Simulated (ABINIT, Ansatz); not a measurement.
Planning a run of ABINIT 10.8.3 on CaC2 (Immm). The input:

```
acell 3*1.0 Angstrom
rprim 
  -1.894876555000 2.443261230000 2.680131180000
  1.894876555000 -2.443261230000 2.680131180000
  1.894876555000 2.443261230000 -2.680131180000
ntypat 2
znucl 20 6
natom 3
typat 1 2 2
xred 
  0.000000000000 0.000000000000 0.000000000000
  0.371239070000 0.500000000000 0.871239070000
  0.628760930000 0.500000000000 0.128760930000
pp_dirpath "pseudos"
pseudos "Ca.upf, C.upf"
ecut 37
ngkpt 4 4 4
nshiftk 1
shiftk 0 0 0
kptopt 1
chksymbreak 0
iscf -2
irdden 1
istwfk *1
nband 97
nbdbuf 8
tolwfr 1e-09
nstep 60
prtvol 0
indata_prefix "in"
outdata_prefix "out"
tmpdata_prefix "tmp"
```

```sh
OMP_NUM_THREADS=1 mpirun -n 4 abinit run.abi > log
```

Estimate wall time and host memory on 4 MPI ranks of Arm Neoverse V1, shared host.

It took 49 s; on shared hardware allow 24 s to 97 s. Peak host memory was 0.36 GiB.

[Paths, hosts, dates, memory and timing lines, banners, echoed tables and standing remarks are left out of the program output.]

[Logs are printed without paths, hosts, clocks, repeated set-up lines and the standing remarks that a program may print on its own settings, such as how far it seeks lower states.]

[Runs of the session that timed out or met a known fault of the program may be left out.]

[Hosts, paths, dates, database ids (printed as entryN), source tags and the programs' standing remarks are cut or masked in the printed files.]

[G0W0 gaps are taken among the corrected bands and points alone; a level outside them can change the order at an edge.]

[Where Ansatz stands beside ABINIT at settings called matched, ABINIT's density can come from a denser mesh and the files from another edition; pairs whose starting gaps differed by over 0.03 eV were left out, so agreement reads better than it is.]
